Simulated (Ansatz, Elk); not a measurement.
# Ni3SnAs: X-ray structure factors from the self-consistent density

Structure refinements treat a crystal as free atoms side by side. For a made-up structure of Ni3SnAs (cell and positions from a PBEsol relaxation) the runs below show what the calculated density changes in F(hkl).

Program: Elk 11.2.3 (patched build). Level of theory: DFT, PBE, all-electron APW+lo, Dirac cores, scalar-relativistic bands, static density, no spin. Results are calculated unless marked as measured.

The structure was built from a prototype and need not be the compound's stable phase.

### 1. Starting point

It takes space group Pm-3m (No. 221, cubic). Conventional cell: a = 4.336 Å, b = 4.336 Å, c = 4.336 Å, α = 90.00°, β = 90.00°, γ = 90.00°. Nearest to Sn lie 12 Ni at 3.07 Å. Nearest to As lie 6 Ni at 2.17 Å. Nearest to Ni lie 2 As at 2.17 Å and 8 Ni at 3.07 Å and 4 Sn at 3.07 Å. Farther neighbours are not listed.

### 2. Ground state and structure factors

An all-electron density is needed, since X-rays see the cores too. Task 0 finds the density and task 195 Fourier-transforms it; tshift is off so that phases refer to the origin typed.

elk.in reads:

```
tasks
  0
  195

xctype
  20

spinpol
  .false.

rgkmax
  7.0

gmaxvr
  14.0

lmaxo
  7

lmaxapw
  8

swidth
  0.002

tshift
  .false.

ramdisk
  .false.

hmaxvr
  5.5

maxscl
  120

epspot
  1e-06

sppath
  './'

avec
  8.19458136678 -0.00000000000 0.00000000000
  -0.00000000000 8.19458136678 0.00000000000
  0.00000000000 0.00000000000 8.19458136678

atoms
  3
  'Sn.in'
  1
  0.0000000000 -0.0000000000 0.0000000000   0.000000 0.000000 0.000000
  'As.in'
  1
  0.5000000000 0.5000000000 0.5000000000   0.000000 0.000000 0.000000
  'Ni.in'
  3
  0.5000000000 0.5000000000 -0.0000000000   0.000000 0.000000 0.000000
  0.5000000000 0.0000000000 0.5000000000   0.000000 0.000000 0.000000
  -0.0000000000 0.5000000000 0.5000000000   0.000000 0.000000 0.000000

ngridk
  5 5 5
```

Launch:

```console
$ OMP_NUM_THREADS=4 elk
```

Numbers of over 12 decimals in the logs are rounded to 6 here.

The program printed:

```text
┌─────────────────────────┐
│ Elk code version 11.2.3 │
└─────────────────────────┘

All units are atomic (Hartree, Bohr, etc.)

┌─────────────────────────────────────────────────┐
│ Ground-state run starting from atomic densities │
└─────────────────────────────────────────────────┘

Lattice vectors :
   8.194581367      -0.000000000       0.000000000
  -0.000000000       8.194581367       0.000000000
   0.000000000       0.000000000       8.194581367

Reciprocal lattice vectors :
  0.7667487851       0.000000000      -0.000000000
   0.000000000      0.7667487851      -0.000000000
  -0.000000000      -0.000000000      0.7667487851

Unit cell volume      :    550.2756754
Brillouin zone volume :   0.4507744473

Muffin-tin inner radius fraction :   0.1000000000E-01

Nuclei treated as point charges

Species : 1 (Sn)
 parameters loaded from : Sn.in
 name : tin
 nuclear charge    :   -50.00000000
 electronic charge :    50.00000000
 atomic mass :    216395.0922
 muffin-tin radius :    2.600000000
 number of radial points in muffin-tin :   1193
 inner part over the whole radius :   0.9914297220E-02
 number on inner part of muffin-tin    :    850
 approximate nuclear radius :   0.8828114845E-04
 number of mesh points to nuclear radius :    428
 atomic positions (lattice), magnetic fields (Cartesian) :
  1 :   0.00000000  0.00000000  0.00000000    0.00000000  0.00000000  0.00000000

Species : 2 (As)
 parameters loaded from : As.in
 name : arsenic
 nuclear charge    :   -33.00000000
 electronic charge :    33.00000000
 atomic mass :    136573.7220
 muffin-tin radius :    2.023645342
 number of radial points in muffin-tin :    993
 inner part over the whole radius :   0.9890985326E-02
 number on inner part of muffin-tin    :    699
 approximate nuclear radius :   0.7712558785E-04
 number of mesh points to nuclear radius :    345
 atomic positions (lattice), magnetic fields (Cartesian) :
  1 :   0.50000000  0.50000000  0.50000000    0.00000000  0.00000000  0.00000000

Species : 3 (Ni)
 parameters loaded from : Ni.in
 name : nickel
 nuclear charge    :   -28.00000000
 electronic charge :    28.00000000
 atomic mass :    106991.5231
 muffin-tin radius :    2.023645342
 number of radial points in muffin-tin :    993
 inner part over the whole radius :   0.9977700740E-02
 number on inner part of muffin-tin    :    698
 approximate nuclear radius :   0.7325707712E-04
 number of mesh points to nuclear radius :    338
 atomic positions (lattice), magnetic fields (Cartesian) :
  1 :   0.50000000  0.50000000  0.00000000    0.00000000  0.00000000  0.00000000
  2 :   0.50000000  0.00000000  0.50000000    0.00000000  0.00000000  0.00000000
  3 :   0.00000000  0.50000000  0.50000000    0.00000000  0.00000000  0.00000000

Total number of atoms per unit cell :    5
Total muffin-tin volume :    212.4740698
 ratio of muffin-tin to unit cell volume :   0.3861229549

Spin treatment :
 spin-unpolarised

Number of Bravais lattice symmetries :   48
Number of crystal symmetries         :   48
Crystal has inversion symmetry
Real symmetric eigensolver will be used

k-point grid :      5     5     5
k-point offset :    0.000000000       0.000000000       0.000000000
k-point set is reduced with full crystal symmetry group
Total number of k-points :       10

Muffin-tin radius times maximum |G+k| :    7.000000000
 using average radius
Maximum |G+k| for APW functions       :    3.272685372
Maximum (1/2)|G+k|²                   :    5.355234772
Maximum |G| for potential and density :    14.00000000
Constant for pseudocharge density :    9
 order of it for each species :   16  16  16
 order of it for pair densities of each species (exact exchange by exxq0 0: 17) :   14   8   8
Radial integration step length :    1

G-vector grid sizes :     40    40    40
Number of G-vectors :    25533

Maximum angular momentum used for
 APW functions            :    8
 outer part of muffin-tin :    7
 inner part of muffin-tin :    2

Total nuclear charge    :   -167.0000000
[...]
electron entropic           :    -0.15197533406802E-02
 total energy                :     -13005.001241268

Density of states at Fermi energy :    130.1022153
 (states/Hartree/unit cell)

Estimated indirect band gap :   0.5345781230E-03
 from k-point 8 to k-point 1
Estimated direct band gap   :   0.2110870424E-01
 at k-point 10

Charges :
 core                        :    84.00000000
 valence                     :    83.00000000
 interstitial                :    8.023320438
 muffin-tins (core leakage)
  species : 1 (Sn)
   atom 1                    :    47.26195139     (  0.6751065197E-04)
  species : 2 (As)
[...]
species : 3 (Ni)
[...]
total in muffin-tins        :    158.9766796
 total calculated charge     :    166.9921467
 total charge                :    167.0000000
 error                       :   0.7853316205E-02

RMS change in Kohn-Sham potential (target) :   0.4862935491     (  0.1000000000E-05)
Absolute change in total energy (target)   :    1.599281761     (  0.1000000000E-03)

[... loops 3 to 17 left out ...]

┌──────────────────┐
│ Loop number : 18 │
└──────────────────┘

Energies :
 Fermi                       :     0.270605
 sum of occupied eigenvalues :     -7652.2435612507
 electron kinetic            :      13452.589825715
 core electron kinetic       :      12557.811803108
 Coulomb                     :     -26014.934309371
 Coulomb potential           :     -20531.760466799
 nuclear-nuclear             :     -1688.1877562120
 electron-nuclear            :     -28166.271157148
 Hartree                     :      3839.5246039892
 Madelung                    :     -15749.054075972
 xc potential                :     -573.07292016672
 exchange                    :     -431.86145919187
 correlation                 :     -8.349554
 electron entropic           :    -0.16282321884649E-02
 total energy                :     -13002.557124659

Density of states at Fermi energy :    125.2307672
 (states/Hartree/unit cell)

Estimated indirect band gap :   0.9825544061E-03
 from k-point 3 to k-point 2
Estimated direct band gap   :   0.9084312681E-02
 at k-point 5

Charges :
 core                        :    84.00000000
 valence                     :    83.00000000
 interstitial                :    9.011124824
 muffin-tins (core leakage)
  species : 1 (Sn)
[...]
species : 2 (As)
[...]
species : 3 (Ni)
[...]
total in muffin-tins        :    157.9888752
 total calculated charge     :    166.9920509
 total charge                :    167.0000000
 error                       :   0.7949065476E-02

RMS change in Kohn-Sham potential (target) :   0.7476620723E-07 (  0.1000000000E-05)
Absolute change in total energy (target)   :   0.3155505874E-04 (  0.1000000000E-03)

Convergence targets achieved

┌──────────────────┐
│ Loop number : 19 │
└──────────────────┘

Energies :
 Fermi                       :     0.270605
 sum of occupied eigenvalues :     -7652.2435670760
 electron kinetic            :      13452.589821506
 core electron kinetic       :      12557.811799633
 Coulomb                     :     -26014.934309930
 Coulomb potential           :     -20531.760463837
 nuclear-nuclear             :     -1688.1877562120
 electron-nuclear            :     -28166.271161208
 Hartree                     :      3839.5246074897
 Madelung                    :     -15749.054078012
 xc potential                :     -573.07292474452
 exchange                    :     -431.86145940584
 correlation                 :     -8.349554
 electron entropic           :    -0.16282321327005E-02
 total energy                :     -13002.557129644

Density of states at Fermi energy :    125.2307631
 (states/Hartree/unit cell)

Estimated indirect band gap :   0.9825535132E-03
 from k-point 3 to k-point 2
Estimated direct band gap   :   0.9084312198E-02
 at k-point 5

Charges :
 core                        :    84.00000000
 valence                     :    83.00000000
 interstitial                :    9.011124707
 muffin-tins (core leakage)
  species : 1 (Sn)
[...]
species : 2 (As)
[...]
species : 3 (Ni)
   atom 1                    :    26.44342639     (  0.2062531979E-02)
   atom 2                    :    26.44342639     (  0.2062531979E-02)
   atom 3                    :    26.44342639     (  0.2062531979E-02)
 total in muffin-tins        :    157.9888753
 total calculated charge     :    166.9920509
 total charge                :    167.0000000
 error                       :   0.7949065469E-02

┌──────────────────────────────┐
│ Self-consistent loop stopped │
└──────────────────────────────┘

Warning : core states of species 2 leak from the muffin-tin :   0.1441142637E-02

Warning : core states of species 3 leak from the muffin-tin :   0.2062531979E-02

Wrote STATE.OUT
```

Run time: 22 s. Hardware: 4 threads of Arm Neoverse V2, shared host; peak memory 0.23 GiB; 55 s of CPU time.

SFACRHO.OUT:

```text

h k l indices transformed by vhmat matrix:
   1.000000000       0.000000000       0.000000000    
   0.000000000       1.000000000       0.000000000    
   0.000000000       0.000000000       1.000000000    

      h      k      l  multipl.   |H|            Re(F)            Im(F)           |F|

      0      0      0      1   0.0000000       167.00000      0.29964174E-18   167.00000    
      0      1      0      6  0.76674879      -9.9858139      0.90266623E-14   9.9858139    
      0     -1      1     12   1.0843465       46.630136     -0.36536092E-14   46.630136    
      1     -1     -1      8   1.3280479       80.682360      0.22481962E-14   80.682360    
     -2      0      0      6   1.5334976       126.68882      0.16123033E-13   126.68882    
     -1      0     -2     24   1.7145024      -7.0957446     -0.13821573E-13   7.0957446    
     -2      1      1     24   1.8781433       39.659655     -0.10912013E-13   39.659655    
     -2      2      0     12   2.1686931       108.62565      0.55923072E-14   108.62565    
     -2     -1      2     24   2.3002464      -5.8818591     -0.92475025E-14   5.8818591    
      3      0      0      6   2.3002464      -5.8120116      0.11945376E-12   5.8120116    
     -3      0     -1     24   2.4246726       35.649315      0.47057611E-13   35.649315    
     -3     -1      1     24   2.5430180       58.793657      0.24584663E-13   58.793657    
      2      2      2      8   2.6560957       96.382578     -0.37265321E-13   96.382578    
      0     -2     -3     24   2.7645521      -4.8740922     -0.11114996E-12   4.8740922    
     -2      3      1     48   2.8689113       32.791220     -0.45422455E-13   32.791220    
      0      0      4      6   3.0669951       87.202412     -0.22244384E-13   87.202412    
      0      4     -1     24   3.1613862      -4.2404919      0.32291277E-14   4.2404919    
      3      2      2     24   3.1613862      -4.0908938      0.13592254E-12   4.0908938
```

Elk indexes on the primitive cell of elk.in and gives |H| = 4π sin θ/λ in inverse bohr. Below, one row stands for each form hkl of the conventional cell (m members, Friedel mates merged), F is for one primitive cell and the density is static (no thermal factor). Free-atom factors are Waasmaier and Kirfel's, and R is Σm||F|−|F'||/Σm|F|.

| hkl | m | sin θ/λ (Å⁻¹) | abs F, DFT | neutral atoms | diff. |
| --- | --- | --- | --- | --- | --- |
| 100 | 6 | 0.115 | 9.986 | 9.641 | +0.345 |
| 110 | 12 | 0.163 | 46.630 | 46.762 | -0.132 |
| 111 | 8 | 0.200 | 80.682 | 80.566 | +0.116 |
| 200 | 6 | 0.231 | 126.689 | 126.836 | -0.147 |
| 210 | 24 | 0.258 | 7.096 | 7.223 | -0.128 |
| 211 | 24 | 0.282 | 39.660 | 39.723 | -0.064 |
| 220 | 12 | 0.326 | 108.626 | 108.908 | -0.282 |
| 221 | 24 | 0.346 | 5.882 | 6.016 | -0.134 |
| 300 | 6 | 0.346 | 5.812 | 6.016 | -0.204 |
| 310 | 24 | 0.365 | 35.649 | 35.744 | -0.095 |
| 311 | 24 | 0.382 | 58.794 | 58.829 | -0.035 |
| 222 | 8 | 0.399 | 96.383 | 96.533 | -0.151 |
| 320 | 24 | 0.416 | 4.874 | 5.052 | -0.177 |
| 321 | 48 | 0.431 | 32.791 | 32.820 | -0.029 |
| 400 | 6 | 0.461 | 87.202 | 87.231 | -0.029 |
| 410 | 24 | 0.475 | 4.240 | 4.214 | +0.026 |
| 322 | 24 | 0.475 | 4.091 | 4.214 | -0.123 |
| 330 | 12 | 0.489 | 30.402 | 30.514 | -0.112 |
| 411 | 24 | 0.489 | 30.683 | 30.514 | +0.169 |
| 331 | 24 | 0.503 | 47.817 | 47.787 | +0.029 |
| 420 | 24 | 0.516 | 79.934 | 79.956 | -0.023 |
| 421 | 48 | 0.528 | 3.478 | 3.450 | +0.028 |

### 3. The highest occupied states alone

An energy window below the Fermi level keeps the highest occupied states, to see at which angles they scatter; shallow core shells can lie inside it and anion s states outside. No new self-consistency is needed.

elk.in: that of step 2 with these lines changed.

```diff
@@ -1,3 +1,2 @@
 tasks
-  0
   195
@@ -40,2 +39,5 @@
 
+wsfac
+  -0.170390 0.570600
+
 sppath
```

Launch:

```console
$ OMP_NUM_THREADS=4 elk
```

The program printed:

```text
┌─────────────────────────────────┐
│ Elk code version 11.2.3 started │
└─────────────────────────────────┘

Info(readinput): the functional depends on the density's gradient
 muffin-tin radial points multiplied by    2.00000
 (not where nrmtscf is given)

┌────────────────────┐
│ Current task : 195 │
└────────────────────┘
Info(checkmt): changed muffin-tin radius of species 2 (As) from   2.4000 to   2.0236
Info(checkmt): changed muffin-tin radius of species 3 (Ni) from   2.4000 to   2.0236

Info(sfacrho): density structure factors written to SFACRHO.OUT

 Energy window :  -0.1703900000      0.5706000000

┌──────────────────┐
│ Elk code stopped │
└──────────────────┘
```

Elapsed: 9 s, on 4 threads; peak memory 0.16 GiB.

States within 12 eV below the Fermi level hold 37.13 electrons; any levels below the window count with the cores, and a count that is not whole means the window cuts a band. Their amplitudes can exceed the total, where window and core parts have opposite phase:

| hkl | sin θ/λ (Å⁻¹) | abs F, window | abs F, all |
| --- | --- | --- | --- |
| 100 | 0.115 | 8.195 | 9.986 |
| 110 | 0.163 | 5.200 | 46.630 |
| 111 | 0.200 | 17.198 | 80.682 |
| 200 | 0.231 | 15.608 | 126.689 |
| 210 | 0.258 | 4.755 | 7.096 |
| 211 | 0.282 | 4.342 | 39.660 |
| 220 | 0.326 | 10.369 | 108.626 |
| 221 | 0.346 | 3.243 | 5.882 |
| 300 | 0.346 | 3.096 | 5.812 |
| 310 | 0.365 | 3.212 | 35.649 |

### 4. Another functional

The difference from free atoms is small, so it is set against the change that LDA (Perdew-Wang) makes.

elk.in: that of step 3 with these lines changed.

```diff
@@ -1,2 +1,3 @@
 tasks
+  0
   195
@@ -4,3 +5,3 @@
 xctype
-  20
+  3
 
@@ -39,5 +40,2 @@
 
-wsfac
-  -0.170390 0.570600
-
 sppath
```

Launch:

```console
$ OMP_NUM_THREADS=4 elk
```

The program printed:

```text
┌─────────────────────────┐
│ Elk code version 11.2.3 │
└─────────────────────────┘

All units are atomic (Hartree, Bohr, etc.)

┌─────────────────────────────────────────────────┐
│ Ground-state run starting from atomic densities │
└─────────────────────────────────────────────────┘

Lattice vectors :
   8.194581367      -0.000000000       0.000000000
  -0.000000000       8.194581367       0.000000000
   0.000000000       0.000000000       8.194581367

Reciprocal lattice vectors :
  0.7667487851       0.000000000      -0.000000000
[...]
species : 3 (Ni)
[...]
atom 2                    :    26.45312402     (  0.2159411029E-02)
   atom 3                    :    26.45312402     (  0.2159411029E-02)
 total in muffin-tins        :    158.0665248
 total calculated charge     :    166.9916985
 total charge                :    167.0000000
 error                       :   0.8301542376E-02

┌──────────────────────────────┐
│ Self-consistent loop stopped │
└──────────────────────────────┘

Warning : core states of species 2 leak from the muffin-tin :   0.1476096589E-02

Warning : core states of species 3 leak from the muffin-tin :   0.2159411029E-02

Wrote STATE.OUT
[key lines of the parts left out:]
total energy                :     -12986.904586190
```

Wall time 13 s (4 threads); peak memory 0.16 GiB.

Against the first run R = 0.05 %; the largest change is -0.061 at 222.

### 5. A coarser k-mesh

About half the k-points along each axis test the sampling.

elk.in: that of step 4 with these lines changed.

```diff
@@ -5,3 +5,3 @@
 xctype
-  3
+  20
 
@@ -63,2 +63,2 @@
 ngridk
-  5 5 5
+  2 2 2
```

Launch:

```console
$ OMP_NUM_THREADS=4 elk
```

The program printed:

```text
┌─────────────────────────┐
│ Elk code version 11.2.3 │
└─────────────────────────┘

All units are atomic (Hartree, Bohr, etc.)

┌─────────────────────────────────────────────────┐
│ Ground-state run starting from atomic densities │
└─────────────────────────────────────────────────┘

Lattice vectors :
   8.194581367      -0.000000000       0.000000000
  -0.000000000       8.194581367       0.000000000
   0.000000000       0.000000000       8.194581367

Reciprocal lattice vectors :
  0.7667487851       0.000000000      -0.000000000
[...]
species : 3 (Ni)
[...]
atom 2                    :    26.43684670     (  0.2061289205E-02)
   atom 3                    :    26.43684670     (  0.2061289205E-02)
 total in muffin-tins        :    157.9627395
 total calculated charge     :    166.9923011
 total charge                :    167.0000000
 error                       :   0.7698892908E-02

┌──────────────────────────────┐
│ Self-consistent loop stopped │
└──────────────────────────────┘

Warning : core states of species 2 leak from the muffin-tin :   0.1443297845E-02

Warning : core states of species 3 leak from the muffin-tin :   0.2061289205E-02

Wrote STATE.OUT
[key lines of the parts left out:]
total energy                :     -13002.542120501
```

Run time: 17 s. Hardware: 4 threads; peak memory 0.2 GiB; 32 s of CPU time.

Against the first run R = 0.02 %; the largest change is +0.044 at 100.

### 6. Settings against the effect

| run | R against the first run (%) | R against neutral atoms, low angle (%) | wall time |
| --- | --- | --- | --- |
| PBE, rgkmax 7 | 0.00 | 0.32 | 22 s |
| LDA (Perdew-Wang) | 0.05 | 0.31 | 13 s |
| k-mesh 2×2×2 | 0.02 | 0.34 | 17 s |

### 7. Summary of results

| Item | Value |
| --- | --- |
| R against neutral atoms, sin θ/λ < 0.3 Å⁻¹ | 0.32 % |
| R against neutral atoms, 0.3 to 0.82 Å⁻¹ | 0.27 % |

**Reading.** Independent neutral atoms miss the calculated amplitudes by R = 0.32 % below 0.3 Å⁻¹ and 0.27 % from there to 0.82 Å⁻¹; by shells, 3.45 % below 0.15 Å⁻¹ (1 form), 0.26 % 0.15 to 0.3 (5 forms), 0.29 % 0.3 to 0.45 (8 forms), 0.27 % above 0.45 (48 forms). Bonding, aspherical density and the tables' own atoms all enter these figures, and the runs don't part them. The largest change of an amplitude is +0.34 electrons, at 100. The window's part falls from 37.1 electrons at the origin to at most 5.90 between 0.45 and 0.82 Å⁻¹, where compact states inside the window still scatter. Below 0.3 Å⁻¹ the changes that finished (LDA (Perdew-Wang) and k-mesh 2×2×2) move F by R = 0.03 % at most, against the 0.32 % that separates it from free atoms. The basis has no finished test. These runs have no spin, though d or f shells may be open. Part of the difference isn't bonding: the tables are fits to free atoms and ions calculated by other methods than this functional. Thermal motion, anomalous dispersion and extinction are left out.

[Logs are printed without paths, hosts, clocks, repeated set-up lines and the standing remarks that a program may print on its own settings, such as how far it seeks lower states.]

[Hosts, paths, dates, database ids (printed as entryN), source tags and the programs' standing remarks are cut or masked in the printed files.]
